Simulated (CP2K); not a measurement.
Two runs for the S L₂,₃ edge of methylthioallene. Run A: CP2K XAS_TDP, all-electron GAPW, PBEh(45%), aug-cc-pVDZ, TDA, ZORA, spin–orbit coupling. Run B differs in one setting.

First lines with a strength over 0.0003. A:

| atom | energy (eV) | states | strength, one atom |
| --- | --- | --- | --- |
| S4 (bonded to 2 C) | 163.81 | 1 | 0.0017 |
|  | 164.06 | 1 | 0.0015 |
|  | 164.54 | 2 | 0.0015 |
|  | 164.68 | 1 | 0.0049 |
|  | 164.72 | 1 | 0.0012 |

B:

| atom | energy (eV) | states | strength, one atom |
| --- | --- | --- | --- |
| S4 (bonded to 2 C) | 159.83 | 1 | 0.0005 |
|  | 159.93 | 1 | 0.0016 |
|  | 160.10 | 1 | 0.0005 |
|  | 160.38 | 1 | 0.0019 |
|  | 160.47 | 1 | 0.0012 |

Q: Which was it: GW2X switched on, the basis, the functional?

The functional (functional from PBEh(45%) to PBE0; the lines alone don't name the new value). A functional moves all lines by electronvolts and changes their spacings and strengths. The lowest line over the strength cut lies at 159.83 eV, against 163.81 eV (PBEh(45%), aug-cc-pVDZ).

[Hosts, paths, dates, database ids (printed as entryN), source tags and the programs' standing remarks are cut or masked in the printed files.]
